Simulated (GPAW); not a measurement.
# SiC (F-43m): refractive index against wavelength

The refractive index of SiC (F-43m) below the direct gap (4.54 eV on the mesh) is read from one computed spectrum, n = √(Re ε).

The structure is cubic, space group F-43m (No. 216). Conventional cell: a = 4.358 Å, b = 4.358 Å, c = 4.358 Å, α = 90.00°, β = 90.00°, γ = 90.00°. Si on site a has 4 C at 1.89 Å as nearest neighbours. C on site c is surrounded by 4 Si at 1.89 Å.

Method: GPAW 26.7.0, PBE, RPA, k-mesh 16×16×16, local fields up to 70 eV, Lorentzian half width 0.12 eV.

Launch of the response step: `OMP_NUM_THREADS=1 python df.py`. The run took 43 s, its band step included, on 1 thread of Arm Neoverse V1, with other jobs on the host.

```
wavelength (nm)  photon energy E (eV)       n
           1064                 1.165  2.6028
            850                 1.459  2.6192
            700                 1.771  2.6416
            633                 1.959  2.6577
            532                 2.331  2.6962
            450                 2.755  2.7530
            405                 3.061       ?
```

In the single-oscillator model n² − 1 = E₀E_d/(E₀² − E²), so 1/(n² − 1) = E₀/E_d − E²/(E₀E_d) is linear in E².

Working, on the rows shown:

| x = E² (eV²) | y = 1/(n² − 1) |
| --- | --- |
| 1.35784 | 0.173173 |
| 2.12762 | 0.170642 |
| 3.13716 | 0.167279 |
| 3.83641 | 0.164925 |
| 5.43137 | 0.159502 |
| 7.59115 | 0.151999 |

Means: x̄ = 3.9136, ȳ = 0.16459. Σ(x − x̄)(y − ȳ) = -0.08889, Σ(x − x̄)² = 26.16. Slope = -0.08889 / 26.16 = -0.003398; intercept = ȳ − slope · x̄ = 0.17789. Turned back into n, the line misses the rows shown by at most 0.00072.

Q: Predict the last column of the withheld row from the fit.

A: At x = 9.3718 the line gives y = 0.14604, that is 2.8013. The run gave 2.8047, so the extrapolation is off by 0.0034, 1.7 % of the range in the table.

Refitted with all rows, the slope is -0.003434 and the intercept 0.178. These give E₀ = √(intercept/−slope) = 7.20 eV and E_d = E₀/intercept = 40.4 eV; E₀ is 1.6 times the direct gap. The electronic limit at long wavelengths, without lattice vibrations, is n = √(1 + 1/intercept) = 2.573. Excitons are left out; PBE gaps are as a rule too small. The values come from a sum over the points of one k-mesh and carry its error, which grows as the direct gap shrinks. The local-field cutoff holds few shells of reciprocal vectors for this small cell, so ε∞ can read a few per cent high.

[Logs are printed without paths, hosts, clocks, repeated set-up lines and the standing remarks that a program may print on its own settings, such as how far it seeks lower states.]
